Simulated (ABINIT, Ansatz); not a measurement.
# Lattice dynamics of SiSb (Pm-3m) in two programs

How does SiSb (Pm-3m) vibrate, and is this structure a minimum?

Method: DFT LDA, scalar-relativistic, plane waves, HGH norm-conserving pseudopotentials, in ABINIT 10.8.3.

This is a report of a sequence of runs, with most program output left out.

The structure was built from a prototype and need not be the compound's stable phase.

## (1) Set-up

The structure is cubic, space group Pm-3m (No. 221). Conventional cell: a = 3.444 Å, b = 3.444 Å, c = 3.444 Å, α = 90.00°, β = 90.00°, γ = 90.00°. Sb has 8 Si at 2.98 Å nearest. Si has 8 Sb at 2.98 Å nearest. Farther neighbours are not listed.

## (2) A first look

A first run with smearing and empty bands tells whether the crystal has a gap, which decides between fixed occupations and smearing later on.

Contents of probe.abi:

```
# ground state
tolvrs 1.0d-08
prtden 1
prtwf 1

# basis, mesh and filling
ecut 20.0
ixc 7
ngkpt 6 6 6
nshiftk 1
shiftk 0.0 0.0 0.0
istwfk *1
occopt 7
tsmear 0.005
nband 10
nstep 100
diemac 9.0
prtebands 0
prtgsr 0
useylm 1

# cell and atoms
acell 3*1.0 Angstrom
rprim 
    3.44400696 0.0 0.0
    0.0 3.44400696 0.0
    0.0 0.0 3.44400696
ntypat 2
znucl 51 14
natom 2
typat 1 2
xred 
    0.0 0.0 0.0
    0.5 0.5 0.5
pp_dirpath "./pseudo"
pseudos "Sb.hgh, Si.hgh"
```

Command:

```console
OMP_NUM_THREADS=1 mpirun -n 4 abinit probe.abi > probe.log
```

Run time: 2.9 s. Hardware: 4 MPI ranks of Arm Neoverse N1, shared host; 11 s of CPU time.

This step gave:

| Item | Value |
| --- | --- |
| volume per atom | 20.43 Å³ |
| pressure | -1.359 GPa |
| gap on the k-mesh | 0 eV |

No gap opens on this mesh, so smearing is kept; the printed pressure holds the stress of the finite basis too.

## (3) Rough relaxation

The typed start is rough, so a first relaxation with smearing and loose thresholds takes it towards rest cheaply.

Contents of prerelax.abi:

```
# relaxation
ionmov 2
optcell 2
dilatmx 1.15
chkdilatmx 0
ntime 40
tolmxf 3.0d-04
tolvrs 1.0d-10
prtwf 0
prtden 0
chksymtnons 0

# basis, mesh and filling
ecut 21.0
ecutsm 3.0
ixc 7
ngkpt 6 6 6
nshiftk 1
shiftk 0.0 0.0 0.0
istwfk *1
occopt 7
tsmear 0.005
nband 10
nstep 100
diemac 1000000.0
prtebands 0
prtgsr 0
useylm 1

# cell and atoms
acell 3*1.0 Angstrom
rprim 
    3.44400696 0.0 0.0
    0.0 3.44400696 0.0
    0.0 0.0 3.44400696
ntypat 2
znucl 51 14
natom 2
typat 1 2
xred 
    0.0 0.0 0.0
    0.5 0.5 0.5
pp_dirpath "./pseudo"
pseudos "Sb.hgh, Si.hgh"
```

Command:

```console
OMP_NUM_THREADS=1 mpirun -n 4 abinit prerelax.abi > prerelax.log
```

Wall time 6.3 s (4 MPI ranks).

Step by step:

```csv
step,energy less that of the first step (eV),largest force (eV/Å),volume (Å³)
1,0.0000,0.0000,40.85
2,-0.0011,0.0000,40.69
3,-0.0029,0.0000,40.10
```

```csv
"conventional cell, symmetrised",before,after,change
a (Å),3.444,3.423,-0.6 %
b (Å),3.444,3.423,-0.6 %
c (Å),3.444,3.423,-0.6 %
volume (Å³/atom),20.43,20.05,-1.8 %
```

The relaxed structure:

```xyz
2
Lattice="3.4227 0.0000 0.0000 0.0000 3.4227 0.0000 0.0000 0.0000 3.4227" Properties=species:S:1:pos:R:3 pbc="T T T"
Sb    0.0000    0.0000    0.0000
Si    1.7114    1.7114    1.7114
```

This step gave:

```
volume per atom : 20.05 Å³
pressure        : 0.07857 GPa
```

The volume changes by -1.8 % in this run and stands -1.8 % from the first cell.

## (4) Relaxation

The harmonic expansion needs vanishing forces, and a free crystal bears no stress, so cell and atoms are brought to rest. Stress is more sensitive to the basis than forces are: the last 3 Ha under the cutoff are smoothed with ecutsm, and the cutoff is raised above that of the later runs.

Contents of relax.abi:

```
# relaxation
ionmov 2
optcell 2
dilatmx 1.08
ntime 40
tolmxf 1.0d-05
tolvrs 1.0d-14
prtwf 0
prtden 0
chksymtnons 0

# basis, mesh and filling
ecut 26.0
ecutsm 3.0
ixc 7
ngkpt 8 8 8
nshiftk 1
shiftk 0.0 0.0 0.0
istwfk *1
occopt 6
tsmear 0.01
nband 10
nstep 100
diemac 1000000.0
prtebands 0
prtgsr 0
useylm 1

# cell and atoms
acell 3*1.0 Angstrom
rprim 
    3.422731979 0.0 0.0
    0.0 3.422731979 0.0
    0.0 0.0 3.422731979
ntypat 2
znucl 51 14
natom 2
typat 1 2
xred 
    0.0 0.0 0.0
    0.5 0.5 0.5
pp_dirpath "./pseudo"
pseudos "Sb.hgh, Si.hgh"
```

Command:

```console
OMP_NUM_THREADS=1 mpirun -n 4 abinit relax.abi > relax.log
```

Run time: 27 s. Hardware: 4 MPI ranks.

The steps of the relaxation:

```csv
step,energy less that of the first step (eV),largest force (eV/Å),volume (Å³)
1,0.0000,0.0000,40.10
2,-0.0004,0.0000,40.20
3,-0.0010,0.0000,40.49
4,-0.0010,0.0000,40.49
```

```csv
"conventional cell, symmetrised",before,after,change
a (Å),3.423,3.434,+0.3 %
b (Å),3.423,3.434,+0.3 %
c (Å),3.423,3.434,+0.3 %
volume (Å³/atom),20.05,20.25,+1.0 %
```

The relaxed structure:

```xyz
2
Lattice="3.4340 0.0000 0.0000 0.0000 3.4340 0.0000 0.0000 0.0000 3.4340" Properties=species:S:1:pos:R:3 pbc="T T T"
Sb    0.0000    0.0000    0.0000
Si    1.7170    1.7170    1.7170
```

Numbers from this step:

* volume per atom: 20.25 Å³
* pressure: 9.72e-5 GPa

The volume changes by +1.0 % in this run and stands -0.9 % from the first cell.

## (5) Ground state

First-order wavefunctions inherit every error of the ground state, hence the very tight tolvrs. Smearing stays on, as the first look found no gap above 0.3 eV.

Contents of gs.abi:

```
# ground state
tolvrs 1.0d-16
prtden 1
prtwf 1

# basis, mesh and filling
ecut 20.0
ixc 7
ngkpt 8 8 8
nshiftk 1
shiftk 0.0 0.0 0.0
istwfk *1
occopt 6
tsmear 0.01
nband 10
nstep 100
diemac 1000000.0
prtebands 0
prtgsr 0
useylm 1

# cell and atoms
acell 3*1.0 Angstrom
rprim 
    3.433952221 0.0 0.0
    0.0 3.433952221 0.0
    0.0 0.0 3.433952221
ntypat 2
znucl 51 14
natom 2
typat 1 2
xred 
    0.0 0.0 0.0
    0.5 0.5 0.5
pp_dirpath "./pseudo"
pseudos "Sb.hgh, Si.hgh"
```

Command:

```console
OMP_NUM_THREADS=1 mpirun -n 4 abinit gs.abi > gs.log
```

It took 6.3 s on 4 MPI ranks.

This step gave:

```yaml
pressure: -0.06398 GPa
```

The cell stands at -0.064 GPa, close enough for phonons.

## (6) Zone-centre response

At q = 0 one unit cell holds all displacements. The response is solved for single atoms along the cell's directions, and symmetry skips those that follow from others. The crystal is treated as a metal, which screens a static field, so no field response is asked.

Contents of dfpt_gamma.abi:

```

# common to the responses
getwfk_filepath "gso_WFK"
kptopt 2
nqpt 1
qpt 0.0 0.0 0.0
asr 0
chneut 0

# displacements
rfphon 1
rfatpol 1 2
rfdir 1 1 1
tolvrs 1.0d-10
prtwf 0
prtpot 1

# basis, mesh and filling
ecut 20.0
ixc 7
ngkpt 8 8 8
nshiftk 1
shiftk 0.0 0.0 0.0
istwfk *1
occopt 6
tsmear 0.01
nband 10
nstep 100
diemac 1000000.0
prtebands 0
prtgsr 0
useylm 1

# cell and atoms
acell 3*1.0 Angstrom
rprim 
    3.433952221 0.0 0.0
    0.0 3.433952221 0.0
    0.0 0.0 3.433952221
ntypat 2
znucl 51 14
natom 2
typat 1 2
xred 
    0.0 0.0 0.0
    0.5 0.5 0.5
pp_dirpath "./pseudo"
pseudos "Sb.hgh, Si.hgh"
```

Command:

```console
OMP_NUM_THREADS=1 mpirun -n 4 abinit dfpt_gamma.abi > dfpt_gamma.log
```

Wall time 19 s (4 MPI ranks); 75 s of CPU time.

This step gave:

| Quantity | Value |
| --- | --- |
| largest acoustic frequency at the zone centre before the sum rule | -0.42 cm⁻¹ |
| highest optical zone-centre mode (no LO-TO term) | 90.62 cm⁻¹ |
| lowest optical zone-centre mode | 90.62 cm⁻¹ |

The acoustic modes at Γ come out as far as 0.4 cm⁻¹ from zero, where they should vanish, a small numerical error.

## (7) Phonons on a q mesh

Linear response treats each wavevector of the 4×4×4 mesh in the unit cell; the first-order potentials are kept for the electron-phonon matrix elements.

Contents of dfpt_q.abi:

```
ndtset 9

# wavevectors
qpt1 0.25 0.0 0.0
qpt2 0.5 0.0 0.0
qpt3 0.25 0.25 0.0
qpt4 0.5 0.25 0.0
qpt5 0.5 0.5 0.0
qpt6 0.25 0.25 0.25
qpt7 0.5 0.25 0.25
qpt8 0.5 0.5 0.25
qpt9 0.5 0.5 0.5

# displacements
getwfk_filepath "gso_WFK"
getwfq_filepath "gso_WFK"
kptopt 3
nqpt 1
rfphon 1
rfatpol 1 2
rfdir 1 1 1
tolvrs 1.0d-10
prtwf 0
prtpot 1

# basis, mesh and filling
ecut 20.0
ixc 7
ngkpt 8 8 8
nshiftk 1
shiftk 0.0 0.0 0.0
istwfk *1
occopt 6
tsmear 0.01
nband 10
nstep 100
diemac 1000000.0
prtebands 0
prtgsr 0
useylm 1

# cell and atoms
acell 3*1.0 Angstrom
rprim 
    3.433952221 0.0 0.0
    0.0 3.433952221 0.0
    0.0 0.0 3.433952221
ntypat 2
znucl 51 14
natom 2
typat 1 2
xred 
    0.0 0.0 0.0
    0.5 0.5 0.5
pp_dirpath "./pseudo"
pseudos "Sb.hgh, Si.hgh"
```

Command:

```console
OMP_NUM_THREADS=1 mpirun -n 4 abinit dfpt_q.abi > dfpt_q.log
```

It took 25 min on 4 MPI ranks.

This step gave:

* lowest mode on the q mesh (acoustic ones at the zone centre apart): -95.33 cm⁻¹

Frequencies (cm⁻¹) before the sum rule at the irreducible wavevectors but Γ, which is solved apart; negative means imaginary. Frequencies by wavevector:

```csv
q (fractions),star,mode 1,mode 2,mode 3,mode 4,mode 5,mode 6
0.25 0 0,6,37.74,37.74,62.06,101.8,103.8,103.8
0.5 0 0,3,42.19,42.19,107,119.6,119.6,151.6
0.25 0.25 0,12,11.49,49.8,53.41,90.7,123.9,139.5
0.5 0.25 0,12,-32.73,48.68,75.71,79.35,127.9,129.5
0.5 0.5 0,3,-95.33,-66.51,47.11,47.11,119.4,119.4
0.25 0.25 0.25,8,-53.94,70.08,70.08,107.1,135.5,135.5
0.5 0.25 0.25,12,-45.37,-1.37,88.55,99.49,131.9,147.4
0.5 0.5 0.25,6,40.73,78.3,82.55,82.55,148.2,148.2
0.5 0.5 0.5,1,126.9,126.9,126.9,194.5,194.5,194.5
```

## (8) Dispersion

anaddb transforms the dynamical matrices to force constants and back along the path; points of the mesh come back as solved, but for the sum rule and, in polar crystals, the LO-TO term at Γ; the rest is interpolation.

Contents of anaddb.abi:

```
ddb_filepath "all_DDB"
output_file "anaddb.abo"
outdata_prefix "anaddb"
ifcflag 1
ngqpt 4 4 4
nqshft 1
q1shft 0.0 0.0 0.0
asr 1
chneut 0
dipdip 0
dipquad 0
quadquad 0
enunit 0
eivec 0
nph1l 62
qph1l 
    0.0 0.0 0.0 1.0
    0.0 0.05 0.0 1.0
    0.0 0.1 0.0 1.0
    0.0 0.15 0.0 1.0
    0.0 0.2 0.0 1.0
    0.0 0.25 0.0 1.0
    0.0 0.3 0.0 1.0
    0.0 0.35 0.0 1.0
    0.0 0.4 0.0 1.0
    0.0 0.45 0.0 1.0
    0.0 0.5 0.0 1.0
    0.05 0.5 0.0 1.0
    0.1 0.5 0.0 1.0
    0.15 0.5 0.0 1.0
    0.2 0.5 0.0 1.0
    0.25 0.5 0.0 1.0
    0.3 0.5 0.0 1.0
    0.35 0.5 0.0 1.0
    0.4 0.5 0.0 1.0
    0.45 0.5 0.0 1.0
    0.5 0.5 0.0 1.0
    0.45 0.45 0.0 1.0
    0.4 0.4 0.0 1.0
    0.35 0.35 0.0 1.0
    0.3 0.3 0.0 1.0
    0.25 0.25 0.0 1.0
    0.2 0.2 0.0 1.0
    0.15 0.15 0.0 1.0
    0.1 0.1 0.0 1.0
    0.05 0.05 0.0 1.0
    0.0 0.0 0.0 1.0
    0.05 0.05 0.05 1.0
    0.1 0.1 0.1 1.0
    0.15 0.15 0.15 1.0
    0.2 0.2 0.2 1.0
    0.25 0.25 0.25 1.0
    0.3 0.3 0.3 1.0
    0.35 0.35 0.35 1.0
    0.4 0.4 0.4 1.0
    0.45 0.45 0.45 1.0
    0.5 0.5 0.5 1.0
    0.45 0.5 0.45 1.0
    0.4 0.5 0.4 1.0
    0.35 0.5 0.35 1.0
    0.3 0.5 0.3 1.0
    0.25 0.5 0.25 1.0
    0.2 0.5 0.2 1.0
    0.15 0.5 0.15 1.0
    0.1 0.5 0.1 1.0
    0.05 0.5 0.05 1.0
    0.0 0.5 0.0 1.0
    0.5 0.5 0.5 1.0
    0.5 0.5 0.45 1.0
    0.5 0.5 0.4 1.0
    0.5 0.5 0.35 1.0
    0.5 0.5 0.3 1.0
    0.5 0.5 0.25 1.0
    0.5 0.5 0.2 1.0
    0.5 0.5 0.15 1.0
    0.5 0.5 0.1 1.0
    0.5 0.5 0.05 1.0
    0.5 0.5 0.0 1.0
```

Contents of mrgddb.in:

```
all_DDB
merged
10
dfpt_gammao_DDB
dfpt_qo_DS1_DDB
dfpt_qo_DS2_DDB
dfpt_qo_DS3_DDB
dfpt_qo_DS4_DDB
dfpt_qo_DS5_DDB
dfpt_qo_DS6_DDB
dfpt_qo_DS7_DDB
dfpt_qo_DS8_DDB
dfpt_qo_DS9_DDB
```

Command:

```console
mrgddb < mrgddb.in > mrgddb.log
OMP_NUM_THREADS=1 anaddb anaddb.abi > anaddb.log
```

Elapsed: 0.58 s, on 1 thread.

Read from the output:

```
lowest frequency on the path : -95.36 cm⁻¹
```

Anaddb. Phonon branches along the path, in cm⁻¹:

```csv
point,branch 1,branch 2,branch 3,branch 4,branch 5,branch 6
Γ,0,0,0,91,91,91
halfway,38,38,62,102,104,104
X,42,42,107,120,120,152
halfway,-33,49,76,79,128,130
M,-95,-66,47,47,119,119
halfway,12,50,53,91,124,139
Γ,0,0,0,91,91,91
halfway,-54,70,70,107,136,136
R,127,127,127,194,194,194
halfway,-45,-1,89,100,132,147
X,42,42,107,120,120,152
jump to R,127,127,127,194,194,194
halfway,41,78,83,83,148,148
M,-95,-66,47,47,119,119
```

The path dips to 95i cm⁻¹.

## (9) Density of states

Sums over the zone need many more wavevectors than were solved, so the interpolation is sampled on a dense mesh.

Contents of anaddb.abi:

```
ddb_filepath "all_DDB"
output_file "anaddb.abo"
outdata_prefix "anaddb"
ifcflag 1
ngqpt 4 4 4
nqshft 1
q1shft 0.0 0.0 0.0
asr 1
chneut 0
dipdip 0
dipquad 0
quadquad 0
prtdos 2
ng2qpt 13 13 13
dosdeltae 4.5563e-06
ntemper 11
temperinc 100.0
tempermin 0.0
```

Command:

```console
OMP_NUM_THREADS=1 anaddb anaddb.abi > anaddb.log
```

The job ended after 0.7 s (1 thread).

Numbers from this step:

```yaml
share_of_modes_beyond_3i_cm_minus1_on_the_dense_interpolated_mesh: 0.1373
```

The phonon density of states has structure finer than the step of the table below, so its rows give means over 10 cm⁻¹, whole bins alone (the curve runs from -125 to 225 cm⁻¹). Peaks (cm⁻¹: height): -45.4: 0.0276, 54.6: 0.0512, 98.6: 0.0564, 130.6: 0.0901, 138.6: 0.0976.

Tetrahedra. The phonon density of states by wavenumber; means over each step:

wavenumber (cm⁻¹), phonon density of states (1/cm⁻¹/cell) and a bar:
```
     -100     0.0000 
      -90     0.0004 
      -80     0.0012 
      -70     0.0025 #
      -60     0.0066 ###
      -50     0.0172 #######
      -40     0.0224 #########
      -30     0.0134 #####
      -20     0.0092 ####
      -10     0.0076 ###
        0     0.0081 ###
       10     0.0089 ####
       20     0.0109 ####
       30     0.0147 ######
       40     0.0245 ##########
       50     0.0411 ################
       60     0.0432 #################
       70     0.0347 ##############
       80     0.0276 ###########
       90     0.0318 #############
      100     0.0477 ###################
      110     0.0336 #############
      120     0.0331 #############
      130     0.0755 ##############################
      140     0.0593 ########################
      150     0.0144 ######
      160     0.0058 ##
      170     0.0034 #
      180     0.0020 #
      190     0.0005 
      200     0.0000
```

## (10) Cross-check with Ansatz

The same cell goes through another code, with its own cutoff. The potentials differ.

This step: DFT LDA, scalar-relativistic, plane waves, PseudoDojo norm-conserving pseudopotentials (Ansatz 0.2.0).

Contents of input.yaml:

```yaml
crystal:
  lattice:
    - [3.4339522214, 0.0, 0.0]
    - [0.0, 3.4339522214, 0.0]
    - [0.0, 0.0, 3.4339522214]
  atoms:
    - { symbol: Sb, position: [0.0, 0.0, 0.0] }
    - { symbol: Si, position: [0.5, 0.5, 0.5] }
kpoints:
  mp_grid: { grid: [8, 8, 8] }
hamiltonian:
  xc: lda
  pseudopotentials: { kind: nc, accuracy: standard }
scf:
  occupations: { method: methfessel_paxton, width: 0.27211 }
output:
  eigenvalues: true
phonons:
  method: dfpt
  qmesh: [4, 4, 4]
  temperatures: { t_max: 1000, t_step: 50 }
  qpath:
    path:
      - [[0.0, 0.0, 0.0], [0.0, 0.5, 0.0], [0.5, 0.5, 0.0], [0.0, 0.0, 0.0], [0.5, 0.5, 0.5], [0.0, 0.5, 0.0]]
      - [[0.5, 0.5, 0.5], [0.5, 0.5, 0.0]]
    npoints: 10
```

Command:

```console
ansatz run input.yaml --threads 4 --pin off --max-ram 8192MiB --backend cpu --events-out ev --progress --plain --runs-dir out
```

Run time: 6.1 min. Hardware: 4 threads; peak memory 1.8 GiB; 24 min of CPU time.

Numbers from this step:

```
sum-rule residual before enforcement                               : 7.93e-5 eV/Å²
lowest frequency on the path                                       : -86.81 cm⁻¹
share of modes beyond 3i cm⁻¹ on the dense interpolated mesh       : 0.1217
highest optical zone-centre mode (no LO-TO term)                   : 98.61 cm⁻¹
lowest optical zone-centre mode                                    : 98.61 cm⁻¹
lowest mode on the q mesh (acoustic ones at the zone centre apart) : -86.81 cm⁻¹
```

## (11) The two compared: ABINIT HGH and Ansatz, PseudoDojo

Worked out from the results:

- root-mean-square difference: 5.16 cm⁻¹
- largest difference: 17.18 cm⁻¹
- root-mean-square difference on the path: 5.7 cm⁻¹
- largest difference on the path: 48 cm⁻¹

The 12 of 57 modes that differ most. Frequencies side by side:

```csv
q (reciprocal lattice),mode,ABINIT HGH (cm⁻¹),"Ansatz, PseudoDojo (cm⁻¹)"
0 0 0,4,90.62,98.61
0 0 0,5,90.62,98.61
0 0 0,6,90.62,98.61
0.25 0 0,5,103.8,108.9
0.5 0 0,6,151.6,157
0.25 0.25 0,1,11.49,21.33
0.25 0.25 0,5,123.9,129.5
0.5 0.5 0,1,-95.33,-86.81
0.5 0.5 0,5,119.4,125.2
0.5 0.5 0,6,119.4,125.2
0.5 0.25 0.25,1,-45.37,-28.19
0.5 0.25 0.25,2,-1.37,15.45
```

At the solved wavevectors the largest difference (acoustic modes at Γ apart) is 9 % of the highest mode (on the interpolated path 25 %), but 38 % of the mode at 45i cm⁻¹ on which it sits.

## (12) Summary of results

| Property | Result |
| --- | --- |
| space group after relaxation | Pm-3m |
| volume per atom | 20.2 Å³ |
| highest optical zone-centre mode (no LO-TO term) | 90.6 cm⁻¹ |
| q mesh | 4×4×4 |
| lowest mode on the q mesh (acoustic ones at the zone centre apart) | -95.3 cm⁻¹ |
| imaginary modes on the q mesh | yes |
| largest difference from Ansatz, PseudoDojo | 17.2 cm⁻¹ |

SiSb (Pm-3m) is unstable: a mode solved on the 4×4×4 mesh is imaginary, 95i cm⁻¹; its spectrum reaches 195 cm⁻¹. At the LDA level the optical modes of SiSb (Pm-3m) at the zone centre lie at 91 cm⁻¹. On other potentials, and in a cell that was not relaxed for them, the second run differs strongly on some modes. The most unstable solved mode lies at q = (0.5, 0.5, 0), on the zone boundary, so the distortion that it points to doubles the cell. ABINIT HGH and Ansatz, PseudoDojo differ by 5.2 cm⁻¹ in the root mean square and by 17.2 cm⁻¹ at most, 8.8 % of the highest mode compared (acoustic modes at Γ left out; ABINIT's values are those before the sum rule); the two use different potentials, and the cell was not relaxed for the second set. Their interpolated bands part by up to 48 cm⁻¹. These are harmonic frequencies at zero temperature: anharmonic shifts and linewidths and thermal expansion are left out. Spin-orbit coupling is left out, which can matter for the heavy elements here. The HGH files keep few electrons and have no core correction, which is cheap but rough for Sb. In a metal the frequencies hang on the k mesh and the smearing, most of all near Kohn anomalies. The runs are without spin polarisation, although the cell has an odd electron count or an open d or f shell, so a magnetic state was not tested. The structure is a hypothetical one, built on a prototype.

[Host names and launcher messages were left out of these logs when they were recorded.]

[Logs are printed without paths, hosts, clocks, repeated set-up lines and the standing remarks that a program may print on its own settings, such as how far it seeks lower states.]

[Hosts, paths, dates, database ids (printed as entryN), source tags and the programs' standing remarks are cut or masked in the printed files.]
